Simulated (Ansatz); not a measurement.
# Lattice dynamics of BaOsO3 (Pm-3m), part 2 of 2

The cell of BaOsO3 (Pm-3m) is at rest. What are its phonons? After the zone centre comes a 4×4×4 q mesh on a 12×12×12 k mesh.

Ansatz 0.2.0; DFT PBEsol, scalar-relativistic, plane waves, PAW; PAW set soft_1.

So far. Step 2 (Zone-centre response): Before it was imposed, the acoustic sum rule was missed by 9.0e-5 eV/Å². Small misses are needed for a sound result but don't prove that mesh and cutoff are converged. The lowest optical mode is real, 123 cm⁻¹.

## Step 3: The dispersion

Stability and thermal properties need the whole zone. Linear response on a 4×4×4 q mesh gives force constants as far as a supercell of that size would.

Contents of input.yaml:

```yaml
crystal:
  lattice:
    - [3.9859941727, 0.0, 0.0]
    - [0.0, 3.9859941727, 0.0]
    - [0.0, 0.0, 3.9859941727]
  atoms:
    - { symbol: Ba, position: [0.0, 0.0, 0.0] }
    - { symbol: Os, position: [0.5, 0.5, 0.5] }
    - { symbol: O, position: [0.0, 0.5, 0.5] }
    - { symbol: O, position: [0.5, 0.0, 0.5] }
    - { symbol: O, position: [0.5, 0.5, 0.0] }
kpoints:
  mp_grid: { grid: [12, 12, 12] }
hamiltonian:
  xc: pbesol
  pseudopotentials: { kind: paw, azcp: { folder: soft_1 }, xc_functional: pbe }
scf:
  occupations: { method: methfessel_paxton, width: 0.2 }
output:
  eigenvalues: true
phonons:
  method: dfpt
  qmesh: [4, 4, 4]
  temperatures: { t_max: 1000, t_step: 50 }
  qpath:
    path:
      - [[0.0, 0.0, 0.0], [0.0, 0.5, 0.0], [0.5, 0.5, 0.0], [0.0, 0.0, 0.0], [0.5, 0.5, 0.5], [0.0, 0.5, 0.0]]
      - [[0.5, 0.5, 0.5], [0.5, 0.5, 0.0]]
    npoints: 10
```

Run with:

```sh
$ ansatz run input.yaml --threads 4 --pin off --max-ram 10240MiB --backend cpu --events-out ev --progress --plain --runs-dir out
```

Numbers of over 12 decimals in the logs are rounded to 6 here.

What it wrote:

```text
[...]
Crystal: 5 atoms, lattice volume = 63.330 Å³
Basis set: ecut = 420 eV, 1237 PW (Γ), exchange–correlation on 54×54×54 points (8 copies of the dense FFT grid, shifted against one another)
Bands: 27, of which v1, the nominal top of the filled ones, is band 22 counted from 1 (21 counted from 0)
Symmetry: 48 space group operations
k-points: 84 of 1728
[...]
SCF iter   1: F=—  HF=-18800.206137 eV  |F-HF|=—  |Δ(HF+E_count)|=         —  Δρ=7.55e-2  dr2=4.68e0  ethr=3.10e-3  ⟨swp⟩=8.2  Hψ=25470  notcnv=0
[...]
SCF iter  10: F=-18798.818853 eV  HF=-18798.818853 eV  |F-HF|=1.09e-11  |Δ(HF+E_count)|=  4.80e-10  S|Δr|=    0.00e0  Δρ=1.66e-7  dr2=8.53e-12  ethr=1.00e-12  ⟨swp⟩=12.4  Hψ=16674  notcnv=0
SCF 1 converged in 10 iterations: F = -18798.818853 eV  dr2 = 8.53e-12
[...]
iter 1 solved again at ethr=6.23e-8 eV; its pass at ethr=3.10e-3 eV (dr2=2.74e-5 eV) is discarded
SCF iter   1: F=—  HF=-18798.818852 eV  |F-HF|=—  |Δ(HF+E_count)|=         —  Δρ=5.20e-7  dr2=1.17e-10  ethr=6.23e-8  ⟨swp⟩=3.2  Hψ=16173  notcnv=0
eigensolver tolerance schedule: the retry pair's looser diagonalisation over-reported the residual by 233905.65 of it (diagonalisation noise at an unbounded share of the residual, at the tolerance the schedule requests for it); recorded, not acted on — ethr = c·dr2/N_el stays at c = 1.0e-1
[...]
SCF iter   2: F=—  HF=-18798.818853 eV  |F-HF|=—  |Δ(HF+E_count)|=   7.95e-7  S|Δr|=    0.00e0  Δρ=2.56e-7  dr2=2.74e-11  ethr=1.00e-12  ⟨swp⟩=3.9  Hψ=6200  notcnv=0
[...]
SCF iter   4: F=-18798.818853 eV  HF=-18798.818853 eV  |F-HF|=7.28e-12  |Δ(HF+E_count)|=  3.64e-12  S|Δr|=    0.00e0  Δρ=3.57e-8  dr2=4.03e-13  ethr=1.00e-12  ⟨swp⟩=2.0  Hψ=4463  notcnv=0
SCF 2 converged in 4 iterations: F = -18798.818853 eV  dr2 = 4.03e-13
phonons: the bands overlap, so this run is a metal and interpolates without the dipole-dipole term. If the crystal is really an insulator or semiconductor, its LO-TO splitting is missing
NSCF: frozen V_eff on 84 k-points
WARN: eigensolver did not converge (k=0): 1 band(s) unlocked after 20 sweeps at ethr=1.55e-12 eV (storage-precision floor; scheduled 1.00e-12 eV) (lowest unlocked band 31, counted from 0; max residual 3.93e-5 eV among the unlocked bands, 3.93e-5 eV over every band; other slots of this pass that fall short are told together in one closing line; warning suppressed until the next SCF loop or pass starts)
WARN: eigensolver did not converge in 3 slots of this pass, the one above among them; of largest residual over every band (k=0): 1 band(s) unlocked (lowest unlocked band 31, counted from 0; max residual 3.93e-5 eV among the unlocked bands, 3.93e-5 eV over every band); of lowest unlocked band (k=0): band 31
[...]
DFPT response loops at q = (0, 0, 0) (fractional): preconditioner auto → Kerker (q_TF=auto, 2.568 Å⁻¹) (partly filled bands, converged f_vac=0.000); β = 1.00, the filter's whole step (`scf.mixing.beta` (0.50) is not read by the response loops under this deck's `scf.mixing.preconditioner`; to damp them name `kerker` or `kerker_dos`, under which they read `scf.mixing.beta`, and type it under 1.00, their step now; both keys bind the ground state too); Broyden in place of MSR1
[...]
SCF converged after 10 iterations
[...]
Free energy (F): -18798.818853 eV
[...]
Internal energy: -18798.805812 eV  (E = F + TS)
E sigma→0 (E₀):  -18798.815593 eV
Entropy (-TS):   -0.013040 eV (-2.608 meV/atom)
Fermi energy:    14.849717 eV
[...]
--- Band table (eV; the first three rows and the last of 84) ---
  k-point 0: bands = [... 18 lower, 11.6406, 11.6406, 11.8298, 11.8298, 11.8298, 15.2750, 15.2750, 17.3083, ... 6 higher]
  k-point 1: bands = [... 18 lower, 11.4688, 11.4688, 11.8372, 12.2834, 12.2834, 15.2756, 15.6377, 17.4374, ... 6 higher]
  k-point 2: bands = [... 18 lower, 11.3269, 11.3269, 11.8576, 12.9611, 12.9611, 15.2773, 16.3626, 17.7917, ... 6 higher]
  k-point 83: bands = [... 18 lower, 11.9682, 11.9682, 15.8987, 15.8987, 15.8987, 18.8429, 18.8429, 18.8429, ... 6 higher]
--- Phonons (Γ-DFPT): 4 representative perturbations + reference (Σ response iterations 12) ---
  ASR residual: 9.028e-5 → 0.000e0 eV/Å²; symmetrization residual: 1.214e-5 eV/Å²
  ASR residual per site (eV/Å²): 5.34e-5 7.47e-5 9.03e-5 9.03e-5 9.03e-5
[...]
--- Phonons (arbitrary-q DFPT): 10 irreducible q on the 4×4×4 mesh ---
  q = [0.0000, 0.0000, 0.0000] (star 1, of the zone-centre solve; hermiticity 1.13e-6, symmetrization 1.03e-12): -0.00 -0.00 0.00 122.79 122.79 122.79 237.24 237.24 237.24 255.52 255.52 255.52 580.81 580.81 580.81
  q = [0.0000, 0.0000, 0.2500] (star 6, 9 solved perturbations in 4536 linear systems a pass and spin channel, the states on 588 of 1728 k-point pairs; hermiticity 8.33e-7, symmetrization 1.35e-13): 56.71 56.71 98.44 120.58 120.58 146.08 219.48 219.48 247.58 257.33 257.33 292.77 580.31 580.31 667.51
[...]
q = [0.0000, 0.2500, -0.5000] (star 12, 15 solved perturbations on 588 of 1728 k-point pairs; hermiticity 7.23e-7, symmetrization 1.26e-12): 93.37 96.96 103.33 130.32 171.65 175.97 199.13 209.48 241.02 259.01 262.34 322.66 578.33 650.86 722.76
[...]
sum rule: each row above includes the acoustic sum rule's correction from the zone centre's row sums; it moved no ω² by more than (1.24 cm⁻¹)²
  mesh force constants: q→R imaginary residual 9.95e-19; ASR residual 9.028e-5 → 0.000e0 eV/Å²; symmetrization residual 4.619e-14 eV/Å²
  interpolated dispersion: 62 rows × 15 modes
  density of states and harmonic sums: on the 16×16×16 q-mesh, interpolated from the force constants of a 4×4×4 supercell (no non-analytic term)
  largest difference from the sums on the solved wave vectors: F 1.37e-2 eV, S 1.77e-5 and C_V 3.98e-6 eV/K
  zero-point energy: 0.258348 eV/cell   skipped modes (ω ≤ 0): 3   left out of the sums: 4.88e-5 of the cell's modes: C_V's classical limit lies that fraction below 3 k_B per atom; for a crystal, a wire or a layer, F and S can be off by more, and a phonons.interpolated_qmesh denser along its periods is the remedy for the sampling
```

It took 50 min on 4 threads of Arm Neoverse V1, shared host; peak memory 6.5 GiB; 3.2 h of CPU time.

This step gave:

```yaml
sum_rule_residual_before_enforcement: 9.03e-5 eV/Å²
lowest_frequency_on_the_path: 0 cm⁻¹
highest_frequency_on_the_path_or_at_a_solved_wavevector: 742.9 cm⁻¹
mean_frequency: 277.8 cm⁻¹
debye_temperature_second_moment: 634 K
logarithmic_mean_frequency: 221.1 cm⁻¹
lowest_mode_on_the_q_mesh_acoustic_modes_at_gamma_apart: 56.71 cm⁻¹
zero_point_energy_per_atom: 51.67 meV
heat_capacity_at_300_k: 20.90 J/(mol atoms K)
vibrational_entropy_at_300_k: 25.84 J/(mol atoms K)
edges_of_the_widest_gap_between_branches_on_path_and_mesh: 343.7, 577.4 cm⁻¹
```

Frequencies (cm⁻¹) solved at each irreducible wavevector; negative means imaginary. Frequencies by wavevector, by row:

```tsv
q in reciprocal lattice units	star	mode 1	mode 2	mode 3	mode 4	mode 13	mode 14	mode 15
0 0 0	1	0	0	0	122.8	580.8	580.8	580.8
0 0 0.25	6	56.7	56.7	98.4	120.6	580.3	580.3	667.5
0 0 -0.5	3	90.7	90.7	117.2	117.2	580.3	580.3	722.6
0 0.25 0.25	12	70.4	76.3	111.8	122.5	579	652.5	676.3
0 0.25 -0.5	12	93.4	97	103.3	130.3	578.3	650.9	722.8
0 -0.5 -0.5	3	95	105.6	105.6	139.2	577.4	664.9	742.9
0.25 0.25 0.25	8	86.3	86.3	104.7	151.9	645.3	668.1	668.1
0.25 0.25 -0.5	12	97.6	106.7	108	139.4	644.5	653.1	714.5
0.25 -0.5 -0.5	6	108.2	112.4	112.4	123.9	641.5	669.5	719.4
-0.5 -0.5 -0.5	1	99.5	99.5	99.5	119.8	648.1	699.1	699.1
```

Interpolated from a 4×4×4 q mesh. The phonon branches at the labelled points (cm⁻¹):

```tsv
point	branch 1	branch 2	branch 3	branch 4	branch 12	branch 13	branch 14	branch 15
Γ	0	0	0	123	256	581	581	581
halfway	57	57	98	121	293	580	580	668
X	91	91	117	117	325	580	580	723
halfway	93	97	103	130	323	578	651	723
M	95	106	106	139	344	577	665	743
halfway	70	76	112	122	311	579	652	676
Γ	0	0	0	123	256	581	581	581
halfway	86	86	105	152	312	645	668	668
R	100	100	100	120	298	648	699	699
halfway	98	107	108	139	308	644	653	714
X	91	91	117	117	325	580	580	723
jump to R	100	100	100	120	298	648	699	699
halfway	108	112	112	124	323	642	670	719
M	95	106	106	139	344	577	665	743
```

Tetrahedra on a 16×16×16 mesh, mean over bins of 10 cm-1. Interpolated from a 4×4×4 q mesh. Table of phonon density of states by wavenumber; read off at these points:

```tsv
wavenumber (cm⁻¹)	phonon density of states (1/cm⁻¹/cell)
5	5.0e-5
35	0.0032
55	0.00832
85	0.0383
105	0.109
125	0.0544
135	0.0430
155	0.0427
185	0.0427
205	0.0516
215	0.0776
235	0.0252
255	0.0956
265	0.0879
285	0.0100
315	0.0454
335	0.00663
365	0
385	0
415	0
435	0
465	0
485	0
515	0
545	0
565	0
595	0.0184
615	0.0146
645	0.0190
665	0.0312
695	0.011
715	0.0286
745	3.1e-4
```

The partial phonon density of states has structure finer than the step of the table below, so its rows give means over 20 cm⁻¹, whole bins alone (the curve runs from -10 to 774 cm⁻¹). Peaks (cm⁻¹: height): Ba 108.3: 0.0745; O 216.8: 0.0493, 261.2: 0.0888, 315.4: 0.0349, 586.6: 0.0314, 611.3: 0.0231, 665.5: 0.0246, 714.8: 0.0252; Os 128.1: 0.0240, 192.2: 0.0258.

Phonopy on the run's constants, 15x15x15 mesh, Gaussian sigma 5.6 cm-1. Interpolated from a 4×4×4 q mesh. Partial phonon density of states against wavenumber; means over each step; values in 1/cm⁻¹/cell:

```tsv
wavenumber (cm⁻¹)	Ba	O	Os
0	4.0e-5	1.3e-5	5.4e-5
20	5.0e-4	1.6e-4	6.3e-4
40	0.00195	5.1e-4	0.00204
60	0.00577	0.00107	0.00414
80	0.0232	0.00195	0.00660
100	0.0628	0.00287	0.00965
120	0.0317	0.00667	0.0184
140	0.00878	0.0141	0.0217
160	0.00653	0.0171	0.0169
180	0.00440	0.0177	0.0211
200	0.00281	0.0285	0.0236
220	0.00101	0.0417	0.0125
240	9.5e-5	0.0321	0.00239
260	1.3e-4	0.0736	0.00296
280	5.0e-5	0.0203	4.9e-4
300	9.3e-5	0.0159	6.6e-4
320	1.4e-4	0.0261	8.8e-4
340	1.3e-5	0.00471	3.9e-5
360	0	6.6e-5	0
380	0	0	0
400	0	0	0
420	0	0	0
440	0	0	0
460	0	0	0
480	0	0	0
500	0	0	0
520	0	0	0
540	0	0	0
560	0	7.6e-4	5.0e-5
580	0	0.0203	0.00131
600	0	0.0174	0.00106
620	0	0.0129	6.9e-4
640	0	0.0188	7.8e-4
660	0	0.0224	5.8e-4
680	0	0.0131	3.3e-4
700	0	0.0153	2.4e-4
720	0	0.0201	1.5e-4
740	0	0.00367	1.6e-5
760	0	4.6e-5	0
```

Harmonic thermodynamic functions per atom, from the density of states. Interpolated from a 4×4×4 q mesh. Thermodynamic functions, by row:

```tsv
T (K)	F_vib (meV/atom)	S (J/mol-atom/K)	C_V (J/mol-atom/K)
0	51.67	0	0
50	51.4	1.956	4.65
100	48.99	7.512	11.64
200	35.58	17.91	18.07
300	12.72	25.84	20.9
400	-17.41	32.08	22.36
500	-53.37	37.16	23.18
600	-94.16	41.44	23.67
700	-139.1	45.11	23.99
800	-187.5	48.33	24.2
900	-239.1	51.19	24.35
1000	-293.5	53.76	24.46
```

Harmonic mean-square displacement, third of the trace. Interpolated from a 4×4×4 q mesh. Mean square displacements, by row:

```tsv
T (K)	Ba1 U_eq (Å²)	Os2 U_eq (Å²)	O3 U_eq (Å²)	O4 U_eq (Å²)	O5 U_eq (Å²)
0	0.00122	6.30e-4	0.00385	0.00385	0.00385
100	0.00217	0.00104	0.00453	0.00453	0.00453
300	0.00575	0.00262	0.00879	0.00879	0.00879
600	0.01135	0.00514	0.0164	0.0164	0.0164
```

Symmetry leaves 10 wavevectors to solve. The lowest mode among them, the acoustic zeros apart, lies at q = (0, 0, 0.25) and is real, 56.7 cm⁻¹.

## Step 4: Isotope substitution, element Ba, natural mass 137.327 amu

An isotope changes the mass and not the force constants, so no new electronic calculation is needed; the shifts show which modes move this element.

The same force constants with the mass of Ba changed from 137.327 to 133.905 u (phonopy, no LO-TO term). Both lists are sorted by frequency; levels can cross, so a row need not hold one and the same mode. Modes under 3 cm⁻¹ are left out. Isotope shifts, by row, the first 40 of 57 rows:

```tsv
q	rank	natural mass (cm⁻¹)	changed mass (cm⁻¹)
0 0 0	4	122.8	123.8
0 0 0	5	122.8	123.8
0 0 0	6	122.8	123.8
0 0 0	7	237.2	237.2
0 0 0	8	237.2	237.2
0 0 0	9	237.2	237.2
0 0 0	10	255.5	255.5
0 0 0	11	255.5	255.5
0 0 0	12	255.5	255.5
0 0 0	13	580.8	580.8
0 0 0	14	580.8	580.8
0 0 0	15	580.8	580.8
0 0 0.25	1	56.71	57.04
0 0 0.25	2	56.71	57.04
0 0 0.25	3	98.44	99.3
0 0 0.25	4	120.6	121.4
0 0 0.25	5	120.6	121.4
0 0 0.25	6	146.1	146.7
0 0 0.25	7	219.5	219.5
0 0 0.25	8	219.5	219.5
0 0 0.25	9	247.6	247.6
0 0 0.25	10	257.3	257.3
0 0 0.25	11	257.3	257.3
0 0 0.25	12	292.8	292.8
0 0 0.25	13	580.3	580.3
0 0 0.25	14	580.3	580.3
0 0 0.25	15	667.5	667.5
0 0 -0.5	1	90.7	91.81
0 0 -0.5	2	90.7	91.81
0 0 -0.5	3	117.2	117.2
0 0 -0.5	4	117.2	117.2
0 0 -0.5	5	130.8	132.4
0 0 -0.5	6	186.9	186.9
0 0 -0.5	7	198.1	198.2
0 0 -0.5	8	198.1	198.2
0 0 -0.5	9	259	259
0 0 -0.5	10	266	266
0 0 -0.5	11	266	266
0 0 -0.5	12	324.6	324.6
0 0 -0.5	13	580.3	580.3
```

A mode of this element alone would shift by +1.27 %. The highest zone-centre frequency without the field goes from 580.8 to 580.8 cm⁻¹ (+0.0 %). The product of the frequency ratios over all optical modes at Γ is 1.024; the product rule, (m/m′)^(3k/2) (M′/M)^(3/2) with k = 1 such atoms and M the mass of the cell, gives 1.024.

## Step 5: Isotope substitution, element O, natural mass 15.999 amu

The same for O, from 16.00 to 18.00 u.

A mode of this element alone would shift by -5.72 %. The highest zone-centre frequency without the field goes from 580.8 to 549.5 cm⁻¹ (-5.4 %). The product of the frequency ratios over all optical modes at Γ is 0.603; the product rule, (m/m′)^(3k/2) (M′/M)^(3/2) with k = 3 such atoms and M the mass of the cell, gives 0.603.

## Step 6: Outcome

```yaml
space_group_within_0p01_a: Pm-3m
volume_per_atom: 12.7 Å³
electronic_character: no gap on this mesh
highest_optical_mode_at_the_zone_centre_no_lo_to_term: 581 cm⁻¹
lowest_optical_zone_centre_mode: 123 cm⁻¹
lowest_mode_on_the_q_mesh_acoustic_modes_at_gamma_apart: 56.7 cm⁻¹
highest_frequency_on_the_path_or_at_a_solved_wavevector: 743 cm⁻¹
zero_point_energy_per_atom: 51.7 meV
heat_capacity_at_300_k: 20.9 J/(mol atoms K)
vibrational_entropy_at_300_k: 25.8 J/(mol atoms K)
debye_temperature_second_moment: 634 K
imaginary_modes_on_the_4x4x4_q_mesh: none
```

**Reading.** The structure is a minimum as far as tested: no mode is imaginary at the 10 irreducible wavevectors of the 4×4×4 mesh, and the softest away from the acoustic zeros lies at 57 cm⁻¹. The optical modes at Γ span 123 to 581 cm⁻¹. The highest mode in this list at Γ, 580.8 cm⁻¹, is mostly motion of O (94 % of the kinetic energy). On the path and the mesh, the widest gap between branches runs from 344 to 577 cm⁻¹. Some magnetic starts kept moments in single points, but the one carried on lost them, and the others were not relaxed, so the runs shown are non-magnetic; if the real compound is magnetic, its cell and modes can differ much. With no gap, or one that is small against the smearing, the frequencies hang on the k mesh and the smearing, most of all near Kohn anomalies. Spin-orbit coupling is left out, which can matter for the heavy elements here. The PAW files were made for PBE and serve the other functionals too. A phonon run warned that its eigensolver left some bands unconverged in a pass. These are harmonic frequencies at zero temperature: anharmonic shifts, linewidths and thermal expansion are left out.

[Logs are printed without paths, hosts, clocks, repeated set-up lines and the standing remarks that a program may print on its own settings, such as how far it seeks lower states.]

[Hosts, paths, dates, database ids (printed as entryN), source tags and the programs' standing remarks are cut or masked in the printed files.]
